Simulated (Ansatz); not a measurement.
# Rb2La: relaxing a made-up structure

This structure for Rb2La is made up. Its elements were placed in a known structure type with a cell scaled to their sizes. What cell does the guess relax to, and how far off was it?

Main program and level: Ansatz 0.2.0; DFT, r2SCAN, plane-wave PAW, files of the set soft_1, scalar-relativistic, no spin, cell and ions relaxed at zero pressure; PAW set soft_1, in the first sound run; inputs show where later runs differ.

## Step 1: Starting point

It takes space group P6/mmm (No. 191, hexagonal). The conventional cell has a = 6.444 Å, b = 6.444 Å, c = 5.577 Å, α = 90.00°, β = 90.00°, γ = 120.00°. La has 12 Rb at 4.65 Å nearest. Nearest to Rb lie 3 Rb at 3.72 Å and 6 La at 4.65 Å. Farther neighbours are not listed.

## Step 2: Relaxing cell and atoms

The guessed cell has no reason to be at equilibrium. It is relaxed with the atoms, within the space group of the guess.

File input.yaml:

```yaml
crystal:
  lattice:
    - [6.444, 0.0, 0.0]
    - [-3.222, 5.580667702, 0.0]
    - [0.0, 0.0, 5.577]
  atoms:
    - { symbol: La, position: [0.0, 0.0, 0.0] }
    - { symbol: Rb, position: [0.666666667, 0.333333333, 0.5] }
    - { symbol: Rb, position: [0.333333333, 0.666666667, 0.5] }
kpoints:
  mp_grid: { grid: [5, 5, 5] }
scf:
  occupations: { method: fermi_dirac, width: 0.05 }
hamiltonian:
  xc: r2scan
  pseudopotentials: { kind: paw, azcp: { folder: soft_1 } }
relax:
  f_tol: 0.015
  max_steps: 70
  cell: {}
output:
  forces: true
  stress: true
```

Launch:

```bash
$ ansatz run input.yaml --threads 4 --pin off --max-ram 8192MiB --backend cpu --events-out ev --progress --plain --runs-dir out
```

Numbers of over 12 decimals in the logs are rounded to 6 here.

Output:

```text
Engine: ansatz 0.2.0, x86_64-unknown-linux-gnu
Pseudopotentials: kind: paw
Pseudopotential: La, paw, valence charge 11, recommended cutoff 500 eV (meta_gga), soft_1/La.paw.azcp
Pseudopotential: Rb, paw, valence charge 9, recommended cutoff 500 eV (meta_gga), soft_1/Rb.paw.azcp
Functional definition: r2SCAN
  parameter k0 = 0.174
  parameter k1 = 0.065
  parameter a1 = 4.9479
  exchange = r2scan_x(k0 = k0, k1 = k1, a1 = a1)
  correlation = r2scan_c
Crystal: 3 atoms, lattice volume = 200.559 Å³
Basis set: ecut = 500 eV, 5127 PW (Γ), exchange–correlation on 192×192×180 points (64 copies of the dense FFT grid, shifted against one another)
Bands: 19, of which v1, the nominal top of the filled ones, is band 15 counted from 1 (14 counted from 0)
Symmetry: 24 space group operations
Space group: P6/mmm (ITA 191), of the structure as read, at distance tolerance 5.9e-5 Å
k-points: 15 of 125
Non-local potential: La, projectors of the file, l = 0: 3, l = 1: 2, l = 2: 2, l = 3: 3
Non-local potential: Rb, projectors of the file, l = 0: 3, l = 1: 2, l = 2: 2
PAW form: soft (Blöchl's): semilocal exchange-correlation on the pseudo side does not see the compensation charge
PAW frozen core: La, regenerated for the run's functional (the file was generated under x = pbe(κ = 0.804, μ = 0.219515), c = pbe(β = 0.066725))
PAW frozen core: Rb, regenerated for the run's functional (the file was generated under x = pbe(κ = 0.804, μ = 0.219515), c = pbe(β = 0.066725))
PAW one-centre angular grid: La, 974 points (default); XC on 160 Gauss nodes
PAW one-centre angular grid: Rb, 302 points (default); XC on 160 Gauss nodes
Initial density: superposition of atomic densities (chi_scale 0.1, normalization cell, long waves kept (reshape's long-wave potential 0.00 eV rms))
Initial wavefunctions: pseudopotential atomic-orbital guess
Functional: x = r2scan, c = r2scan; τ floored in thin density (d = 2e-4 eV/Å³)
iter 1 solved again at ethr=2.34e-3 eV; its pass at ethr=3.10e-3 eV (dr2=6.79e-1 eV) is discarded
SCF iter   1: F=—  HF=-12818.499366 eV  |F-HF|=—  |Δ(HF+E_count)|=         —  Δρ=1.27e-2  dr2=6.81e-1  dr2_τ=5.06e-3  ethr=2.34e-3  ⟨swp⟩=1.0  Hψ=1840  notcnv=0
preconditioner: auto → Resta (q_TF=auto, 1.977 Å⁻¹)  ε∞=17.0  [insulator: Δε(μ)=0.172 eV  Ē_g=1.464 eV  σ=0.050 eV  W_gap=0.69  n_scr=26 (ndim 8)  ℏωp=5.9 eV  f_vac=0.000  D(μ)=3.53/eV (n_scr^D=20)  ε∞_Penn≈17.0]
SCF iter   2: F=—  HF=-12818.432718 eV  |F-HF|=—  |Δ(HF+E_count)|=   6.66e-2  Δρ=7.23e-3  dr2=2.37e-1  dr2_τ=2.99e-3  ethr=2.34e-3  ⟨swp⟩=5.7  Hψ=829  notcnv=0
SCF iter   3: F=—  HF=-12818.495909 eV  |F-HF|=—  |Δ(HF+E_count)|=   6.32e-2  Δρ=2.79e-2  dr2=2.04e0  dr2_τ=7.18e-3  ethr=8.17e-4  ⟨swp⟩=7.4  Hψ=4998  notcnv=0  defer=6  recentre
automatic band count: the SCF goes on with 23 bands, as 19 were too few: the levels above may hold too much charge
automatic band count: the SCF goes on with 31 bands, as 23 were too few: the levels above may hold too much charge
SCF iter   4: F=—  HF=-12818.435260 eV  |F-HF|=—  |Δ(HF+E_count)|=   6.06e-2  Δρ=5.00e-3  dr2=8.90e-2  dr2_τ=6.27e-4  ethr=8.17e-4  ⟨swp⟩=3.7  Hψ=1115  notcnv=0  defer=18
SCF iter   5: F=—  HF=-12818.430196 eV  |F-HF|=—  |Δ(HF+E_count)|=   5.06e-3  Δρ=2.71e-3  dr2=1.95e-2  dr2_τ=1.37e-4  ethr=3.07e-4  ⟨swp⟩=3.0  Hψ=742  notcnv=0  defer=18
SCF iter   6: F=—  HF=-12818.428542 eV  |F-HF|=—  |Δ(HF+E_count)|=   1.65e-3  Δρ=1.69e-3  dr2=6.95e-3  dr2_τ=9.41e-6  ethr=6.72e-5  ⟨swp⟩=2.0  Hψ=588  notcnv=0  defer=18
SCF iter   7: F=—  HF=-12818.428400 eV  |F-HF|=—  |Δ(HF+E_count)|=   1.42e-4  Δρ=1.51e-3  dr2=5.88e-3  dr2_τ=1.93e-5  ethr=2.40e-5  ⟨swp⟩=1.2  Hψ=450  notcnv=0  defer=18
SCF iter   8: F=—  HF=-12818.427823 eV  |F-HF|=—  |Δ(HF+E_count)|=   5.77e-4  Δρ=9.72e-4  dr2=2.45e-3  dr2_τ=7.61e-6  ethr=2.03e-5  ⟨swp⟩=1.1  Hψ=449  notcnv=0  defer=18
SCF iter   9: F=—  HF=-12818.427500 eV  |F-HF|=—  |Δ(HF+E_count)|=   3.23e-4  Δρ=3.72e-4  dr2=3.32e-4  dr2_τ=8.17e-7  ethr=8.44e-6  ⟨swp⟩=1.2  Hψ=450  notcnv=0  defer=18
SCF iter  10: F=—  HF=-12818.427464 eV  |F-HF|=—  |Δ(HF+E_count)|=   3.57e-5  Δρ=1.76e-4  dr2=7.06e-5  dr2_τ=1.42e-7  ethr=1.15e-6  ⟨swp⟩=1.7  Hψ=461  notcnv=0  defer=18
SCF iter  11: F=—  HF=-12818.427460 eV  |F-HF|=—  |Δ(HF+E_count)|=   4.41e-6  Δρ=1.25e-5  dr2=4.48e-7  dr2_τ=1.68e-9  ethr=2.44e-7  ⟨swp⟩=1.1  Hψ=467  notcnv=0  defer=18
SCF iter  12: F=-12818.427460 eV  HF=-12818.427460 eV  |F-HF|=7.66e-9  |Δ(HF+E_count)|=   8.46e-8  Δρ=4.35e-6  dr2=3.66e-8  dr2_τ=2.09e-10  ethr=3.45e-10  ⟨swp⟩=4.0  Hψ=1768  notcnv=0
SCF 1 converged in 12 iterations: F = -12818.427460 eV  dr2 = 3.66e-8
  greatest PAW one-centre occupation: 0.976 electrons in one spin orbital (limit 2), on the Rb atom at site 2 (counted from 0), in its partial waves of l = 0
relax step   1: F+E_penalty+E_count = -12818.42745977 eV  Δ(F+E_penalty+E_count) = +0.000e0 eV  max|allowed force component| = 3.701e-17 eV/Å  Δτ_max = 0.0000 Å  P = -0.487 GPa  Ω = 200.559 Å³  (12 SCF iters, dr2 threshold 1.00e-7 eV, accepted)
Crystal: 3 atoms, lattice volume = 195.682 Å³
Basis set: ecut = 500 eV, 4969 PW (Γ), exchange–correlation on 192×192×180 points (64 copies of the dense FFT grid, shifted against one another)
Bands: 31, of which v1, the nominal top of the filled ones, is band 15 counted from 1 (14 counted from 0)
Initial density: handed on by an earlier stage of this run
Initial wavefunctions: those handed on with the density
iter 1 solved again at ethr=2.17e-5 eV; its pass at ethr=3.10e-3 eV (dr2=6.29e-3 eV) is discarded
SCF iter   1: F=—  HF=-12818.477801 eV  |F-HF|=—  |Δ(HF+E_count)|=         —  Δρ=1.65e-3  dr2=5.86e-3  dr2_τ=1.02e-2  ethr=2.17e-5  ⟨swp⟩=2.1  Hψ=2981  notcnv=0
preconditioner: auto → Resta (q_TF=auto, 1.985 Å⁻¹)  ε∞=9.3  [insulator: Δε(μ)=0.179 eV  Ē_g=2.064 eV  σ=0.050 eV  W_gap=0.67  n_scr=26 (ndim 8)  ℏωp=5.9 eV  f_vac=0.000  D(μ)=3.22/eV (n_scr^D=20)  ε∞_Penn≈9.3]
SCF iter   2: F=—  HF=-12818.524500 eV  |F-HF|=—  |Δ(HF+E_count)|=   4.67e-2  Δρ=8.06e-4  dr2=1.81e-3  dr2_τ=1.13e-4  ethr=2.02e-5  ⟨swp⟩=2.4  Hψ=937  notcnv=0
SCF iter   3: F=—  HF=-12818.524673 eV  |F-HF|=—  |Δ(HF+E_count)|=   1.73e-4  Δρ=3.72e-4  dr2=3.22e-4  dr2_τ=6.23e-6  ethr=6.23e-6  ⟨swp⟩=1.5  Hψ=499  notcnv=0
SCF iter   4: F=—  HF=-12818.524911 eV  |F-HF|=—  |Δ(HF+E_count)|=   2.38e-4  Δρ=1.90e-4  dr2=1.27e-4  dr2_τ=1.46e-6  ethr=1.11e-6  ⟨swp⟩=2.0  Hψ=620  notcnv=0
SCF iter   5: F=—  HF=-12818.524983 eV  |F-HF|=—  |Δ(HF+E_count)|=   7.13e-5  Δρ=7.09e-5  dr2=1.75e-5  dr2_τ=2.95e-7  ethr=4.39e-7  ⟨swp⟩=2.0  Hψ=513  notcnv=0
[...]
[... from here on, the SCF cycles and remarks between the steps are left out ...]
relax step   4: F+E_penalty+E_count = -12818.74280583 eV  Δ(F+E_penalty+E_count) = -1.202e-1 eV  max|allowed force component| = 8.018e-17 eV/Å  Δτ_max = 0.0000 Å  P = -0.037 GPa  Ω = 186.571 Å³  energy of the carried Pulay correction = +4.313e-4 eV  (7 SCF iters, dr2 threshold 3.00e-7 eV, accepted)
relax step   5: F+E_penalty+E_count = -12818.86732584 eV  Δ(F+E_penalty+E_count) = -1.245e-1 eV  max|allowed force component| = 6.476e-17 eV/Å  Δτ_max = 0.0000 Å  P = +0.164 GPa  Ω = 182.763 Å³  energy of the carried Pulay correction = +5.412e-4 eV  (8 SCF iters, dr2 threshold 3.00e-7 eV, accepted)
relax step   6: F+E_penalty+E_count = -12818.99723413 eV  Δ(F+E_penalty+E_count) = -1.299e-1 eV  max|allowed force component| = 7.401e-17 eV/Å  Δτ_max = 0.0000 Å  P = +0.387 GPa  Ω = 178.959 Å³  energy of the carried Pulay correction = +6.546e-4 eV  (8 SCF iters, dr2 threshold 3.00e-7 eV, accepted)
relax step   7: F+E_penalty+E_count = -12819.12756997 eV  Δ(F+E_penalty+E_count) = -1.303e-1 eV  max|allowed force component| = 1.002e-16 eV/Å  Δτ_max = 0.0000 Å  P = +0.453 GPa  Ω = 176.563 Å³  energy of the carried Pulay correction = +7.055e-4 eV  (8 SCF iters, dr2 threshold 3.00e-7 eV, accepted)
relax step   8: F+E_penalty+E_count = -12819.20735125 eV  Δ(F+E_penalty+E_count) = -7.978e-2 eV  max|allowed force component| = 3.855e-17 eV/Å  Δτ_max = 0.0000 Å  P = +0.431 GPa  Ω = 175.455 Å³  energy of the carried Pulay correction = +6.967e-4 eV  (8 SCF iters, dr2 threshold 3.00e-7 eV, accepted)
relax step   9: F+E_penalty+E_count = -12819.21857861 eV  Δ(F+E_penalty+E_count) = -1.123e-2 eV  max|allowed force component| = 4.626e-17 eV/Å  Δτ_max = 0.0000 Å  P = -0.299 GPa  Ω = 192.514 Å³  energy of the carried Pulay correction = -4.678e-5 eV  (8 SCF iters, dr2 threshold 3.00e-7 eV, accepted)
relax step  10: F+E_penalty+E_count = -12819.21919269 eV  Δ(F+E_penalty+E_count) = -6.141e-4 eV  max|allowed force component| = 2.776e-17 eV/Å  Δτ_max = 0.0000 Å  P = +0.115 GPa  Ω = 182.696 Å³  energy of the carried Pulay correction = +3.376e-4 eV  (8 SCF iters, dr2 threshold 3.00e-7 eV, accepted)
relax step  11: F+E_penalty+E_count = -12819.22624422 eV  Δ(F+E_penalty+E_count) = -7.052e-3 eV  max|allowed force component| = 1.696e-17 eV/Å  Δτ_max = 0.0000 Å  P = +0.035 GPa  Ω = 183.886 Å³  energy of the carried Pulay correction = +3.128e-4 eV  (8 SCF iters, dr2 threshold 3.00e-7 eV, accepted)
relax step  12: F+E_penalty+E_count = -12819.22670679 eV  Δ(F+E_penalty+E_count) = -4.626e-4 eV  max|allowed force component| = 3.701e-17 eV/Å  Δτ_max = 0.0000 Å  P = +0.010 GPa  Ω = 184.528 Å³  energy of the carried Pulay correction = +2.809e-4 eV  (7 SCF iters, dr2 threshold 1.35e-8 eV, accepted)
Basis set: ecut = 500 eV, 4723 PW (Γ), exchange–correlation on 240×240×120 points (64 copies of the dense FFT grid, shifted against one another)
Initial wavefunctions: pseudopotential atomic-orbital guess (no wavefunctions were taken with the density)
iter 1 solved again at ethr=4.62e-7 eV; its pass at ethr=3.10e-3 eV (dr2=1.34e-4 eV) is discarded
SCF iter   1: F=—  HF=-12819.229202 eV  |F-HF|=—  |Δ(HF+E_count)|=         —  Δρ=3.16e-4  dr2=2.17e-5  dr2_τ=1.05e-4  ethr=4.62e-7  ⟨swp⟩=4.0  Hψ=3688  notcnv=0
preconditioner: auto → Kerker (q_TF=auto, 2.004 Å⁻¹)  [metal: Δε(μ)=0.019 eV  Ē_g=2.459 eV  σ=0.050 eV  W_gap=0.10  n_scr=32 (ndim 8)  ℏωp=6.1 eV  f_vac=0.000  D(μ)=5.22/eV (n_scr^D=32)]
SCF iter   2: F=—  HF=-12819.229305 eV  |F-HF|=—  |Δ(HF+E_count)|=   1.03e-4  Δρ=1.70e-4  dr2=6.68e-6  dr2_τ=7.20e-6  ethr=7.48e-8  ⟨swp⟩=2.5  Hψ=653  notcnv=0
SCF iter   3: F=—  HF=-12819.229347 eV  |F-HF|=—  |Δ(HF+E_count)|=   4.22e-5  Δρ=1.14e-5  dr2=1.33e-7  dr2_τ=2.38e-8  ethr=2.30e-8  ⟨swp⟩=2.0  Hψ=669  notcnv=0
SCF iter   4: F=—  HF=-12819.229411 eV  |F-HF|=—  |Δ(HF+E_count)|=   6.40e-5  Δρ=2.18e-6  dr2=2.44e-8  dr2_τ=8.05e-10  ethr=4.59e-10  ⟨swp⟩=2.0  Hψ=686  notcnv=0
SCF iter   5: F=—  HF=-12819.229411 eV  |F-HF|=—  |Δ(HF+E_count)|=  7.00e-10  Δρ=9.51e-7  dr2=4.80e-9  dr2_τ=4.13e-11  ethr=8.41e-11  ⟨swp⟩=2.4  Hψ=569  notcnv=0
SCF iter   6: F=—  HF=-12819.229411 eV  |F-HF|=—  |Δ(HF+E_count)|=  8.75e-10  Δρ=3.35e-7  dr2=4.30e-10  dr2_τ=7.15e-12  ethr=1.65e-11  ⟨swp⟩=2.4  Hψ=687  notcnv=0
SCF iter   7: F=—  HF=-12819.229411 eV  |F-HF|=—  |Δ(HF+E_count)|=  3.51e-10  Δρ=1.24e-7  dr2=6.64e-11  dr2_τ=9.59e-13  ethr=1.48e-12  ⟨swp⟩=2.9  Hψ=695  notcnv=0
SCF iter   8: F=-12819.229411 eV  HF=-12819.229411 eV  |F-HF|=1.82e-12  |Δ(HF+E_count)|=  4.73e-11  Δρ=4.04e-8  dr2=7.49e-12  dr2_τ=8.55e-14  ethr=1.00e-12  ⟨swp⟩=6.9  Hψ=1672  notcnv=0
SCF 13 converged in 8 iterations: F = -12819.229411 eV  dr2 = 7.49e-12
relax step  13: F+E_penalty+E_count = -12819.22941148 eV  Δ(F+E_penalty+E_count) = -2.705e-3 eV  max|allowed force component| = 2.776e-17 eV/Å  Δτ_max = 0.0000 Å  P = +0.019 GPa  Ω = 184.528 Å³  stress off target by 3.17e-2 GPa  SCF on the basis re-selected at this cell (its energy is not comparable with the rows above)  (8 SCF iters)
basis re-selected at this cell: Δ(F+E_penalty+E_count) = -2.705e-3 eV, ΔP = +0.010 GPa vs the last step (what re-selecting the basis moved, of the pressure what is left beyond the Pulay correction that the steps carried, after the strain that the cell walked since its last selection, with what the two solves' SCF thresholds leave and, on support functions, any second-order correction that the steps lacked; it is no measure of the basis error at this ecutwfc). The dense FFT grid was sized anew with the basis: this SCF ran on 60×60×30 points, the steps before it on 48×48×45, so part of this shift can come from that change (see relax.cell in the input reference). [rest of the remark cut]
SCF converged after 8 iterations
Free energy (F): -12819.229411 eV
Harris-Foulkes:  -12819.229411 eV  (|F-HF|=1.82e-12)
Internal energy: -12819.187839 eV  (E = F + TS)
E sigma→0 (E₀):  -12819.208625 eV
Entropy (-TS):   -0.041573 eV (-13.858 meV/atom)
Fermi energy:    4.430031 eV
--- Per-component energies (eV) ---
  E_band       = -331.122382
  E_kinetic    = 542.133409
  E_local      = -1768.475417  (includes V_loc(G=0)·N_el)
  E_nonlocal   = 459.664950
  E_hartree    = 500.638403
  E_xc         = -365.519468
  E_vxc        = -433.681152  (∫ρ·V_xc dr)
  E_paw        = -10716.474039  (= ΣΔE_a)
  E_vpaw       = -155.429778  (= ΣTr[D̂ρ^β])
  E_aug_tail   = -0.000018  (compensation charges beyond the density's cutoff)
  E_vtau       = 23.388846  (kinetic-family band-sum trace: ∫τ·v_τ [+ j·A + Jᵃ·Aᵃ] dr)
  E_ewald      = -1470.930026
  E_core_change = -0.225633  (= ΣΔE_core)
  E_smearing   = -0.041573  (= −TS)
  E_closure    = -0.000000  (closes the sum)
  Σ components = -12819.229411   (vs F -12819.229411, Δ=0.00e0)
--- Forces (eV/Å), atoms counted from 1 ---
  atom   1  La     0.00000000     0.00000000     0.00000000
  atom   2  Rb     0.00000000     0.00000000     0.00000000
  atom   3  Rb    -0.00000000    -0.00000000    -0.00000000
  max |Σ_I F_I| component: 7.89e-31 eV/Å
--- Stress (GPa, compression-positive) ---
        0.031675      -0.000000      -0.000000
       -0.000000       0.031675       0.000000
       -0.000000       0.000000      -0.005143
  P = ⅓ Tr σ = 0.0194 GPa (0.194 kbar)
--- Relaxed structure (12 steps of the walk, 12 accepted, 1 SCFs on fresh bases) ---
  F+E_penalty+E_count = -12819.22941148 eV   max|allowed force component| = 2.776e-17 eV/Å   (the final SCF, on the basis selected at the relaxed cell)
  cell:  # Å, volume = 184.5284 Å³
    - [7.544027, 0, 0.0]
    - [-3.772014, 6.533319, 0.0]
    - [0.0, 0.0, 3.743916]
  atoms:
    - { symbol: La, position: [0, 0, 0.0] }
    - { symbol: Rb, position: [0.666667, 0.333333, 0.5] }
    - { symbol: Rb, position: [0.333333, 0.666667, 0.5] }
```

Run time: 38 s. Hardware: 4 threads of Intel Xeon Platinum 8488C (Sapphire Rapids), shared host; peak memory 1.1 GiB.

Step by step:

| step | energy less that of the first step (eV) | largest force component (eV/Å) | pressure (GPa) | volume (Å³) |
| --- | --- | --- | --- | --- |
| 1 | 0.0000 | 0.0000 | -0.49 | 200.56 |
| 2 | -0.0975 | 0.0000 | -0.36 | 195.68 |
| 3 | -0.1951 | 0.0000 | -0.23 | 191.31 |
| 4 | -0.3153 | 0.0000 | -0.04 | 186.57 |
| 5 | -0.4399 | 0.0000 | 0.16 | 182.76 |
| 6 | -0.5698 | 0.0000 | 0.39 | 178.96 |
| 7 | -0.7001 | 0.0000 | 0.45 | 176.56 |
| 8 | -0.7799 | 0.0000 | 0.43 | 175.46 |
| 9 | -0.7911 | 0.0000 | -0.30 | 192.51 |
| 10 | -0.7917 | 0.0000 | 0.12 | 182.70 |
| 11 | -0.7988 | 0.0000 | 0.03 | 183.89 |
| 12 | -0.7992 | 0.0000 | 0.01 | 184.53 |
| 13* | -0.8020 | 0.0000 | 0.02 | 184.53 |

Relaxation steps marked * repeat the geometry before them on a plane-wave basis chosen anew for their cell, so energy and pressure can jump there.

The run keeps the 24 symmetry operations that it works with, so distortions that break them were not tested.

| cell as run | before | after | change |
| --- | --- | --- | --- |
| a (Å) | 6.444 | 7.544 | +17.1 % |
| b (Å) | 6.444 | 7.544 | +17.1 % |
| c (Å) | 5.577 | 3.744 | -32.9 % |
| volume (Å³/atom) | 66.85 | 61.51 | -8.0 % |

The relaxed structure:

```cif
data_structure
_symmetry_space_group_name_H-M 'P 1'
_symmetry_Int_Tables_number 1
_cell_length_a 7.5440
_cell_length_b 7.5440
_cell_length_c 3.7439
_cell_angle_alpha 90.000
_cell_angle_beta 90.000
_cell_angle_gamma 120.000
_cell_volume 184.53
loop_
_atom_site_label
_atom_site_type_symbol
_atom_site_fract_x
_atom_site_fract_y
_atom_site_fract_z
_atom_site_occupancy
La1 La 0.00000 0.00000 0.00000 1
Rb2 Rb 0.66667 0.33333 0.50000 1
Rb3 Rb 0.33333 0.66667 0.50000 1
```

Numbers from this step:

| Property | Result |
| --- | --- |
| free energy | -12819.2294 eV |
| energy at zero smearing | -12819.2086 eV |
| smearing term TS | 0.04157 eV |
| Fermi energy | 4.430 eV |
| electrons | 29 |
| symmetry operations | 24 |
| pressure | 0.01940 GPa |

The shortest distance of each pair, which need not be the same contact before and after:

| pair | guess (Å) | relaxed (Å) |
| --- | --- | --- |
| La–La | 5.577 | 3.744 |
| Rb–Rb | 3.720 | 3.744 |
| La–Rb | 4.649 | 4.741 |

The relaxation ends with a pressure of 0.02 GPa.

[end of part 1 of 2]

[Logs are printed without paths, hosts, clocks, repeated set-up lines and the standing remarks that a program may print on its own settings, such as how far it seeks lower states.]

[Hosts, paths, dates, database ids (printed as entryN), source tags and the programs' standing remarks are cut or masked in the printed files.]
